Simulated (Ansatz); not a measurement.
## A hypothetical structure for Mg3As

This structure for Mg3As is made up. Its elements were placed in a known structure type with a cell scaled to their sizes. What cell does the guess relax to, and how far off was it?

Calculated with Ansatz 0.2.0; DFT, r2SCAN, plane-wave PAW, files of the set soft_1, scalar-relativistic, no spin, cell and ions relaxed at zero pressure; PAW set soft_1, in the first sound run; inputs show where later runs differ.

## 1. The structure

It takes space group P6_3/mcm (No. 193, hexagonal). The conventional cell has a = 6.225 Å, b = 6.225 Å, c = 5.655 Å, α = 90.00°, β = 90.00°, γ = 120.00°. Nearest to As lie 6 Mg at 2.22 Å. Nearest to Mg lie 2 As at 2.22 Å. Farther neighbours are not listed.

## 2. Relaxing cell and atoms

The guessed cell has no reason to be at equilibrium. It is relaxed with the atoms, within the space group of the guess.

input.yaml

```yaml
crystal:
  lattice:
    - [6.225, 0.0, 0.0]
    - [-3.1125, 5.391008139, 0.0]
    - [0.0, 0.0, 5.655]
  atoms:
    - { symbol: As, position: [0.0, 0.0, 0.0] }
    - { symbol: As, position: [0.0, 0.0, 0.5] }
    - { symbol: Mg, position: [0.2748, 0.0, 0.25] }
    - { symbol: Mg, position: [0.2748, 0.2748, 0.75] }
    - { symbol: Mg, position: [0.7252, 0.0, 0.75] }
    - { symbol: Mg, position: [0.7252, 0.7252, 0.25] }
    - { symbol: Mg, position: [0.0, 0.2748, 0.25] }
    - { symbol: Mg, position: [0.0, 0.7252, 0.75] }
kpoints:
  mp_grid: { grid: [5, 5, 5] }
scf:
  occupations: { method: fermi_dirac, width: 0.05 }
hamiltonian:
  xc: r2scan
  pseudopotentials: { kind: paw, azcp: { folder: soft_1 } }
relax:
  f_tol: 0.015
  max_steps: 70
  cell: {}
output:
  forces: true
  stress: true
```

The run is started by

```bash
$ ansatz run input.yaml --threads 4 --pin off --max-ram 10240MiB --backend cpu --events-out ev --progress --plain --runs-dir out
```

Numbers of over 12 decimals in the logs are rounded to 6 here.

Output:

```text
Engine: ansatz 0.2.0, x86_64-unknown-linux-gnu
Pseudopotentials: kind: paw
Pseudopotential: As, paw, valence charge 15, recommended cutoff 500 eV (meta_gga), soft_1/As.paw.azcp
Pseudopotential: Mg, paw, valence charge 10, recommended cutoff 500 eV (meta_gga), soft_1/Mg.paw.azcp
Functional definition: r2SCAN
  parameter k0 = 0.174
  parameter k1 = 0.065
  parameter a1 = 4.9479
  exchange = r2scan_x(k0 = k0, k1 = k1, a1 = a1)
  correlation = r2scan_c
Crystal: 8 atoms, lattice volume = 189.776 Å³
Basis set: ecut = 500 eV, 4833 PW (Γ), exchange–correlation on 192×192×180 points (64 copies of the dense FFT grid, shifted against one another)
Bands: 54, of which v1, the nominal top of the filled ones, is band 45 counted from 1 (44 counted from 0)
Symmetry: 24 space group operations
Space group: P63/mcm (ITA 193), of the structure as read, at distance tolerance 5.7e-5 Å
k-points: 15 of 125
Non-local potential: As, projectors of the file, l = 0: 2, l = 1: 2, l = 2: 3, l = 3: 1
Non-local potential: Mg, projectors of the file, l = 0: 3, l = 1: 2, l = 2: 1
PAW form: soft (Blöchl's): semilocal exchange-correlation on the pseudo side does not see the compensation charge
PAW frozen core: As, regenerated for the run's functional (the file was generated under x = pbe(κ = 0.804, μ = 0.219515), c = pbe(β = 0.066725))
PAW frozen core: Mg, regenerated for the run's functional (the file was generated under x = pbe(κ = 0.804, μ = 0.219515), c = pbe(β = 0.066725))
PAW one-centre angular grid: As, 590 points (default); XC on 160 Gauss nodes
PAW one-centre angular grid: Mg, 302 points (default); XC on 224 Gauss nodes
Initial density: superposition of atomic densities (chi_scale 0.1, normalization cell, long waves kept (reshape's long-wave potential 0.04 eV rms))
Initial wavefunctions: pseudopotential atomic-orbital guess
Functional: x = r2scan, c = r2scan; τ floored in thin density (d = 2e-4 eV/Å³)
iter 1 solved again at ethr=2.48e-3 eV; its pass at ethr=3.10e-3 eV (dr2=2.23e0 eV) is discarded
SCF iter   1: F=—  HF=-21278.251767 eV  |F-HF|=—  |Δ(HF+E_count)|=         —  Δρ=3.95e-2  dr2=2.24e0  dr2_τ=8.75e-2  ethr=2.48e-3  ⟨swp⟩=1.2  Hψ=4136  notcnv=0
preconditioner: auto → Kerker (q_TF=auto, 2.409 Å⁻¹)  [metal: Δε(μ)=0.019 eV  Ē_g=6.589 eV  σ=0.050 eV  W_gap=0.09  n_scr=46 (ndim 8)  ℏωp=11.4 eV  f_vac=0.009  D(μ)=4.33/eV (n_scr^D=26)]
SCF iter   2: F=—  HF=-21278.405424 eV  |F-HF|=—  |Δ(HF+E_count)|=   1.54e-1  Δρ=2.35e-2  dr2=1.01e0  dr2_τ=7.85e-3  ethr=2.48e-3  ⟨swp⟩=3.2  Hψ=1535  notcnv=0
SCF iter   3: F=—  HF=-21278.467313 eV  |F-HF|=—  |Δ(HF+E_count)|=   6.19e-2  Δρ=4.47e-3  dr2=4.16e-2  dr2_τ=1.33e-3  ethr=1.12e-3  ⟨swp⟩=2.9  Hψ=1302  notcnv=0  defer=25
SCF iter   4: F=—  HF=-21278.509666 eV  |F-HF|=—  |Δ(HF+E_count)|=   4.24e-2  Δρ=2.72e-3  dr2=2.66e-2  dr2_τ=1.98e-4  ethr=4.62e-5  ⟨swp⟩=2.1  Hψ=1219  notcnv=0  defer=27
SCF iter   5: F=—  HF=-21278.519508 eV  |F-HF|=—  |Δ(HF+E_count)|=   9.84e-3  Δρ=1.55e-3  dr2=8.69e-3  dr2_τ=1.01e-4  ethr=2.95e-5  ⟨swp⟩=2.0  Hψ=1206  notcnv=0  defer=27
SCF iter   6: F=—  HF=-21278.522244 eV  |F-HF|=—  |Δ(HF+E_count)|=   2.74e-3  Δρ=7.83e-4  dr2=2.17e-3  dr2_τ=8.14e-6  ethr=9.65e-6  ⟨swp⟩=2.0  Hψ=1172  notcnv=0  defer=27
SCF iter   7: F=—  HF=-21278.523086 eV  |F-HF|=—  |Δ(HF+E_count)|=   8.42e-4  Δρ=2.45e-4  dr2=2.00e-4  dr2_τ=1.06e-6  ethr=2.41e-6  ⟨swp⟩=2.0  Hψ=950  notcnv=0  defer=27
SCF iter   8: F=—  HF=-21278.523113 eV  |F-HF|=—  |Δ(HF+E_count)|=   2.68e-5  Δρ=4.14e-5  dr2=4.47e-6  dr2_τ=3.19e-8  ethr=2.22e-7  ⟨swp⟩=3.0  Hψ=1441  notcnv=0  defer=27
SCF iter   9: F=—  HF=-21278.523077 eV  |F-HF|=—  |Δ(HF+E_count)|=   3.51e-5  Δρ=9.54e-6  dr2=2.30e-7  dr2_τ=1.23e-9  ethr=4.97e-9  ⟨swp⟩=2.0  Hψ=1125  notcnv=0  defer=27
SCF iter  10: F=-21278.523078 eV  HF=-21278.523078 eV  |F-HF|=4.52e-9  |Δ(HF+E_count)|=   2.13e-7  Δρ=4.37e-6  dr2=6.45e-8  dr2_τ=4.58e-10  ethr=1.11e-10  ⟨swp⟩=4.9  Hψ=2935  notcnv=0
SCF 1 converged in 10 iterations: F = -21278.523078 eV  dr2 = 6.45e-8
  greatest PAW one-centre occupation: 1.000 electrons in one spin orbital (limit 2), on the Mg atom at site 7 (counted from 0), in its partial waves of l = 0
relax step   1: F+E_penalty+E_count = -21278.52307762 eV  Δ(F+E_penalty+E_count) = +0.000e0 eV  max|allowed force component| = 6.222e0 eV/Å  Δτ_max = 0.0000 Å  P = +25.467 GPa  Ω = 189.776 Å³  (10 SCF iters, dr2 threshold 1.00e-7 eV, accepted)
Crystal: 8 atoms, lattice volume = 195.520 Å³
Basis set: ecut = 500 eV, 4989 PW (Γ), exchange–correlation on 192×192×180 points (64 copies of the dense FFT grid, shifted against one another)
Initial density: handed on by an earlier stage of this run
Initial wavefunctions: those handed on with the density
iter 1 solved again at ethr=1.48e-3 eV; its pass at ethr=3.10e-3 eV (dr2=1.33e0 eV) is discarded
SCF iter   1: F=—  HF=-21284.075588 eV  |F-HF|=—  |Δ(HF+E_count)|=         —  Δρ=1.71e-2  dr2=1.33e0  dr2_τ=1.04e0  ethr=1.48e-3  ⟨swp⟩=1.2  Hψ=3939  notcnv=0
preconditioner: auto → Kerker (q_TF=auto, 2.397 Å⁻¹)  [metal: Δε(μ)=0.038 eV  Ē_g=6.321 eV  σ=0.050 eV  W_gap=0.19  n_scr=46 (ndim 8)  ℏωp=11.6 eV  f_vac=0.000  D(μ)=3.50/eV (n_scr^D=20)]
SCF iter   2: F=—  HF=-21284.831588 eV  |F-HF|=—  |Δ(HF+E_count)|=   7.56e-1  Δρ=1.12e-2  dr2=6.53e-1  dr2_τ=1.51e-3  ethr=1.48e-3  ⟨swp⟩=3.9  Hψ=1524  notcnv=0
SCF iter   3: F=—  HF=-21284.705271 eV  |F-HF|=—  |Δ(HF+E_count)|=   1.26e-1  Δρ=5.01e-3  dr2=7.03e-2  dr2_τ=1.71e-3  ethr=7.25e-4  ⟨swp⟩=3.4  Hψ=1417  notcnv=0  defer=24
SCF iter   4: F=—  HF=-21284.692543 eV  |F-HF|=—  |Δ(HF+E_count)|=   1.27e-2  Δρ=1.43e-3  dr2=2.05e-3  dr2_τ=2.80e-5  ethr=7.81e-5  ⟨swp⟩=2.1  Hψ=1213  notcnv=0  defer=24
SCF iter   5: F=—  HF=-21284.693432 eV  |F-HF|=—  |Δ(HF+E_count)|=   8.89e-4  Δρ=4.86e-4  dr2=7.67e-4  dr2_τ=1.65e-5  ethr=2.28e-6  ⟨swp⟩=2.0  Hψ=1187  notcnv=0  defer=24
SCF iter   6: F=—  HF=-21284.693399 eV  |F-HF|=—  |Δ(HF+E_count)|=   3.36e-5  Δρ=1.87e-4  dr2=2.40e-4  dr2_τ=1.63e-6  ethr=8.53e-7  ⟨swp⟩=2.0  Hψ=1004  notcnv=0  defer=24
SCF iter   7: F=—  HF=-21284.693386 eV  |F-HF|=—  |Δ(HF+E_count)|=   1.31e-5  Δρ=9.08e-5  dr2=3.66e-5  dr2_τ=6.05e-7  ethr=2.67e-7  ⟨swp⟩=2.0  Hψ=1001  notcnv=0  defer=24
SCF iter   8: F=—  HF=-21284.693382 eV  |F-HF|=—  |Δ(HF+E_count)|=   3.58e-6  Δρ=4.29e-5  dr2=6.28e-6  dr2_τ=2.25e-8  ethr=4.07e-8  ⟨swp⟩=1.7  Hψ=888  notcnv=0  defer=24
SCF iter   9: F=-21284.693382 eV  HF=-21284.693382 eV  |F-HF|=4.96e-8  |Δ(HF+E_count)|=   4.38e-7  Δρ=1.60e-5  dr2=4.68e-7  dr2_τ=5.86e-9  ethr=8.89e-10  ⟨swp⟩=3.6  Hψ=3266  notcnv=0
SCF 2 converged in 9 iterations: F = -21284.693382 eV  dr2 = 4.68e-7
[...]
relax step   4: F+E_penalty+E_count = -21287.93118601 eV  Δ(F+E_penalty+E_count) = -7.280e-1 eV  max|allowed force component| = 2.962e-2 eV/Å  Δτ_max = 0.2000 Å  P = -1.378 GPa  Ω = 195.224 Å³  energy of the carried Pulay correction = -7.450e-4 eV  (8 SCF iters, dr2 threshold 8.00e-7 eV, accepted)
[...]
relax step   5: F+E_penalty+E_count = -21288.00920348 eV  Δ(F+E_penalty+E_count) = -7.802e-2 eV  max|allowed force component| = 1.048e-2 eV/Å  Δτ_max = 0.0183 Å  P = -0.589 GPa  Ω = 189.392 Å³  energy of the carried Pulay correction = +5.385e-5 eV  (7 SCF iters, dr2 threshold 8.00e-7 eV, accepted)
[...]
relax step   6: F+E_penalty+E_count = -21288.06667112 eV  Δ(F+E_penalty+E_count) = -5.747e-2 eV  max|allowed force component| = 5.958e-2 eV/Å  Δτ_max = 0.0438 Å  P = +1.226 GPa  Ω = 179.688 Å³  energy of the carried Pulay correction = +1.478e-3 eV  (7 SCF iters, dr2 threshold 8.00e-7 eV, accepted)
[...]
relax step   7: F+E_penalty+E_count = -21288.08289995 eV  Δ(F+E_penalty+E_count) = -1.623e-2 eV  max|allowed force component| = 2.819e-2 eV/Å  Δτ_max = 0.0206 Å  P = -0.111 GPa  Ω = 185.654 Å³  energy of the carried Pulay correction = +5.879e-4 eV  (7 SCF iters, dr2 threshold 8.00e-7 eV, accepted)
[...]
relax step   8: F+E_penalty+E_count = -21288.09121108 eV  Δ(F+E_penalty+E_count) = -8.311e-3 eV  max|allowed force component| = 6.088e-3 eV/Å  Δτ_max = 0.0178 Å  P = +0.142 GPa  Ω = 183.751 Å³  energy of the carried Pulay correction = +8.665e-4 eV  (6 SCF iters, dr2 threshold 8.00e-7 eV, accepted)
[...]
relax step   9: F+E_penalty+E_count = -21288.09166317 eV  Δ(F+E_penalty+E_count) = -4.521e-4 eV  max|allowed force component| = 1.703e-3 eV/Å  Δτ_max = 0.0045 Å  P = -0.005 GPa  Ω = 184.581 Å³  energy of the carried Pulay correction = +7.445e-4 eV  (6 SCF iters, dr2 threshold 9.14e-8 eV, accepted)
Basis set: ecut = 500 eV, 4727 PW (Γ), exchange–correlation on 180×180×192 points (64 copies of the dense FFT grid, shifted against one another)
Initial wavefunctions: pseudopotential atomic-orbital guess (no wavefunctions were taken with the density)
iter 1 solved again at ethr=9.99e-9 eV; its pass at ethr=3.10e-3 eV (dr2=8.99e-6 eV) is discarded
SCF iter   1: F=—  HF=-21288.085112 eV  |F-HF|=—  |Δ(HF+E_count)|=         —  Δρ=3.78e-4  dr2=8.72e-6  dr2_τ=7.38e-6  ethr=9.99e-9  ⟨swp⟩=4.0  Hψ=6018  notcnv=0
preconditioner: auto → Resta (q_TF=auto, 2.420 Å⁻¹)  ε∞=4.2  [insulator: Δε(μ)=0.202 eV  Ē_g=7.206 eV  σ=0.050 eV  W_gap=0.56  n_scr=52 (ndim 8)  ℏωp=12.8 eV  f_vac=0.000  D(μ)=3.28/eV (n_scr^D=20)  ε∞_Penn≈4.2]
SCF iter   2: F=—  HF=-21288.088953 eV  |F-HF|=—  |Δ(HF+E_count)|=   3.84e-3  Δρ=1.91e-4  dr2=1.70e-6  dr2_τ=2.30e-5  ethr=9.69e-9  ⟨swp⟩=2.7  Hψ=1539  notcnv=0
SCF iter   3: F=—  HF=-21288.090313 eV  |F-HF|=—  |Δ(HF+E_count)|=   1.36e-3  Δρ=2.67e-5  dr2=3.54e-7  dr2_τ=4.03e-7  ethr=1.89e-9  ⟨swp⟩=2.7  Hψ=1554  notcnv=0
SCF iter   4: F=—  HF=-21288.090334 eV  |F-HF|=—  |Δ(HF+E_count)|=   2.09e-5  Δρ=8.48e-6  dr2=1.38e-7  dr2_τ=1.19e-8  ethr=3.93e-10  ⟨swp⟩=2.0  Hψ=1497  notcnv=0
SCF iter   5: F=—  HF=-21288.090335 eV  |F-HF|=—  |Δ(HF+E_count)|=   8.06e-7  Δρ=3.09e-6  dr2=2.17e-8  dr2_τ=7.71e-10  ethr=1.53e-10  ⟨swp⟩=2.0  Hψ=1407  notcnv=0
SCF iter   6: F=—  HF=-21288.090335 eV  |F-HF|=—  |Δ(HF+E_count)|=   2.71e-8  Δρ=1.45e-6  dr2=4.18e-9  dr2_τ=2.23e-10  ethr=2.41e-11  ⟨swp⟩=2.0  Hψ=1136  notcnv=0
SCF iter   7: F=—  HF=-21288.090335 eV  |F-HF|=—  |Δ(HF+E_count)|=   1.03e-8  Δρ=7.18e-7  dr2=8.43e-10  dr2_τ=4.08e-11  ethr=4.64e-12  ⟨swp⟩=2.0  Hψ=1328  notcnv=0
SCF iter   8: F=—  HF=-21288.090335 eV  |F-HF|=—  |Δ(HF+E_count)|=   3.43e-9  Δρ=2.43e-7  dr2=1.16e-10  dr2_τ=4.89e-12  ethr=1.00e-12  ⟨swp⟩=2.0  Hψ=1407  notcnv=0
SCF iter   9: F=-21288.090335 eV  HF=-21288.090335 eV  |F-HF|=0.00e0  |Δ(HF+E_count)|=  3.35e-10  Δρ=1.93e-8  dr2=8.04e-13  dr2_τ=2.72e-14  ethr=1.00e-12  ⟨swp⟩=5.0  Hψ=2649  notcnv=0
SCF 10 converged in 9 iterations: F = -21288.090335 eV  dr2 = 8.04e-13
relax step  10: F+E_penalty+E_count = -21288.09033518 eV  Δ(F+E_penalty+E_count) = +1.328e-3 eV  max|allowed force component| = 1.748e-3 eV/Å  Δτ_max = 0.0000 Å  P = -0.004 GPa  Ω = 184.581 Å³  stress off target by 6.68e-3 GPa  SCF on the basis re-selected at this cell (its energy is not comparable with the rows above)  (9 SCF iters)
basis re-selected at this cell: Δ(F+E_penalty+E_count) = +1.328e-3 eV, ΔP = +0.002 GPa vs the last step (what re-selecting the basis moved, of the pressure what is left beyond the Pulay correction that the steps carried, after the strain that the cell walked since its last selection, with what the two solves' SCF thresholds leave and, on support functions, any second-order correction that the steps lacked; it is no measure of the basis error at this ecutwfc). The dense FFT grid was sized anew with the basis: this SCF ran on 45×45×48 points, the steps before it on 48×48×45, so part of this shift can come from that change (see relax.cell in the input reference). [rest of the remark cut]
SCF converged after 9 iterations
Free energy (F): -21288.090335 eV
Harris-Foulkes:  -21288.090335 eV  (|F-HF|=0.00e0)
Internal energy: -21288.064806 eV  (E = F + TS)
E sigma→0 (E₀):  -21288.077571 eV
Entropy (-TS):   -0.025529 eV (-3.191 meV/atom)
Fermi energy:    6.407685 eV
--- Per-component energies (eV) ---
  E_band       = -2792.305806
  E_kinetic    = 608.984345
  E_local      = -15078.115893  (includes V_loc(G=0)·N_el)
  E_nonlocal   = 388.670848
  E_hartree    = 6119.800408
  E_xc         = -277.404249
  E_vxc        = -366.964589  (∫ρ·V_xc dr)
  E_paw        = -5880.604446  (= ΣΔE_a)
  E_vpaw       = -606.366802  (= ΣTr[D̂ρ^β])
  E_aug_tail   = -0.000075  (compensation charges beyond the density's cutoff)
  E_vtau       = 21.885512  (kinetic-family band-sum trace: ∫τ·v_τ [+ j·A + Jᵃ·Aᵃ] dr)
  E_ewald      = -7166.323708
  E_core_change = -3.072037  (= ΣΔE_core)
  E_smearing   = -0.025529  (= −TS)
  E_closure    = -0.000000  (closes the sum)
  Σ components = -21288.090335   (vs F -21288.090335, Δ=0.00e0)
--- Forces (eV/Å), atoms counted from 1 ---
  atom   1  As    -0.00000000     0.00000000     0.00000000
  atom   2  As    -0.00000000     0.00000000     0.00000000
  atom   3  Mg    -0.00174846     0.00000000     0.00000000
  atom   4  Mg    -0.00087423    -0.00151421    -0.00000000
  atom   5  Mg     0.00174846     0.00000000    -0.00000000
  atom   6  Mg     0.00087423     0.00151421     0.00000000
  atom   7  Mg     0.00087423    -0.00151421     0.00000000
  atom   8  Mg    -0.00087423     0.00151421    -0.00000000
  max |Σ_I F_I| component: 3.25e-17 eV/Å
--- Stress (GPa, compression-positive) ---
       -0.006683      -0.000000      -0.000000
       -0.000000      -0.006683      -0.000000
       -0.000000      -0.000000       0.002575
  P = ⅓ Tr σ = -0.0036 GPa (-0.036 kbar)
--- Relaxed structure (9 steps of the walk, 9 accepted, 1 SCFs on fresh bases) ---
  F+E_penalty+E_count = -21288.09033518 eV   max|allowed force component| = 1.748e-3 eV/Å   (the final SCF, on the basis selected at the relaxed cell)
  cell:  # Å, volume = 184.5806 Å³
    - [5.867263, 0, 0]
    - [-2.933632, 5.081199, 0]
    - [0, 0, 6.191334]
  atoms:
    - { symbol: As, position: [-2.4218028400320496e-19, -1.86029585512038e-18, 0] }
    - { symbol: As, position: [-2.421802840032033e-19, -1.860295855120376e-18, 0.5] }
    - { symbol: Mg, position: [0.376865, -1.860295855120378e-18, 0.25] }
    - { symbol: Mg, position: [0.376865, 0.376865, 0.750000] }
    - { symbol: Mg, position: [0.623135, -1.8602958551203777e-18, 0.750000] }
    - { symbol: Mg, position: [0.623135, 0.623135, 0.25] }
    - { symbol: Mg, position: [5.551115123125783e-17, 0.376865, 0.25] }
    - { symbol: Mg, position: [5.551115123125783e-17, 0.623135, 0.750000] }
```

The job ended after 62 s (4 threads of Intel Xeon Platinum 8488C (Sapphire Rapids), shared host; peak memory 1.2 GiB; 3.7 min of CPU time).

Relaxation path:

| step | energy less that of the first step (eV) | largest force component (eV/Å) | pressure (GPa) | volume (Å³) |
| --- | --- | --- | --- | --- |
| 1 | 0.0000 | 6.2222 | 25.47 | 189.78 |
| 2 | -6.1703 | 3.0993 | 10.04 | 195.52 |
| 3 | -8.6801 | 1.3886 | 3.52 | 192.48 |
| 4 | -9.4081 | 0.0296 | -1.38 | 195.22 |
| 5 | -9.4861 | 0.0105 | -0.59 | 189.39 |
| 6 | -9.5436 | 0.0596 | 1.23 | 179.69 |
| 7 | -9.5598 | 0.0282 | -0.11 | 185.65 |
| 8 | -9.5681 | 0.0061 | 0.14 | 183.75 |
| 9 | -9.5686 | 0.0017 | -0.01 | 184.58 |
| 10* | -9.5673 | 0.0017 | 0.00 | 184.58 |

Relaxation steps marked * repeat the geometry before them on a plane-wave basis chosen anew for their cell, so energy and pressure can jump there.

The run keeps the 24 symmetry operations that it works with, so distortions that break them were not tested.

| conventional cell, symmetrised | before | after | change |
| --- | --- | --- | --- |
| a (Å) | 6.225 | 5.867 | -5.7 % |
| b (Å) | 6.225 | 5.867 | -5.7 % |
| c (Å) | 5.655 | 6.191 | +9.5 % |
| volume (Å³/atom) | 23.72 | 23.07 | -2.7 % |

The atoms that moved most (Å, as changes of fractional coordinates times the final cell):

| atom | dx | dy | dz | length |
| --- | --- | --- | --- | --- |
| Mg5 | -0.599 | 0.000 | 0.000 | 0.599 |
| Mg6 | -0.299 | -0.519 | 0.000 | 0.599 |
| Mg8 | 0.299 | -0.519 | 0.000 | 0.599 |
| Mg4 | 0.299 | 0.519 | 0.000 | 0.599 |
| Mg7 | -0.299 | 0.519 | 0.000 | 0.599 |
| Mg3 | 0.599 | 0.000 | 0.000 | 0.599 |

This step gave:

* free energy: -21288.0903 eV
* energy at zero smearing: -21288.0776 eV
* smearing term TS: 0.02553 eV
* Fermi energy: 6.408 eV
* electrons: 90
* symmetry operations: 24
* pressure: -0.003597 GPa

The shortest distance of each pair, which need not be the same contact before and after:

| pair | guess (Å) | relaxed (Å) |
| --- | --- | --- |
| As–Mg | 2.219 | 2.699 |
| As–As | 2.828 | 3.096 |
| Mg–Mg | 2.963 | 3.189 |

The relaxation ends with a largest force component of 0.0017 eV/Å and a pressure of 0.00 GPa.

(Continued in part 2 of 2.)

[Logs are printed without paths, hosts, clocks, repeated set-up lines and the standing remarks that a program may print on its own settings, such as how far it seeks lower states.]

[Hosts, paths, dates, database ids (printed as entryN), source tags and the programs' standing remarks are cut or masked in the printed files.]
